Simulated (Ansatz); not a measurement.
# Direct or indirect: CaO (Fm-3m)

Space group Fm-3m (No. 225). a = 4.813 Å, b = 4.813 Å, c = 4.813 Å, α = 90.00°, β = 90.00°, γ = 90.00°
| atom | site | symmetry | x | y | z |
| --- | --- | --- | --- | --- | --- |
| Ca | 4a | m-3m | 0.0000 | 0.0000 | 0.0000 |
| O | 4b | m-3m | 0.5000 | 0.0000 | 0.0000 |

Method: Ansatz, PBE, independent particles, without spin-orbit coupling, line width 0.15 eV (Gaussian). The band structure gives a fundamental gap of 3.66 eV. The spectrum of vertical transitions near the edge:

```
E (eV)  Im ε, E ∥ xyz
  3.18           0.00
  3.30           0.00
  3.42           0.00
  3.54           0.00
  3.66           0.00
  3.78           0.00
  3.90           0.06
  4.02           0.31
  4.14           0.74
  4.26           1.10
  4.38           1.33
  4.50           1.50
  4.62           1.65
  4.74           1.86
  4.86           2.07
  4.98           2.24
  5.10           2.38
  5.22           2.49
```

Problem. Is the gap direct or indirect, and about where do vertical transitions set in?

Solution. Indirect, by the band path, whose least direct gap is 4.03 eV. The curves fit this: they stay near zero above 3.66 eV and rise only from about 4.0 eV, though a forbidden direct transition would look alike. Lines are broadened by 0.15 eV, which spreads the edge, and phonons, which would give weak absorption from the fundamental gap up, are left out.

[Logs are printed without paths, hosts, clocks, repeated set-up lines and the standing remarks that a program may print on its own settings, such as how far it seeks lower states.]
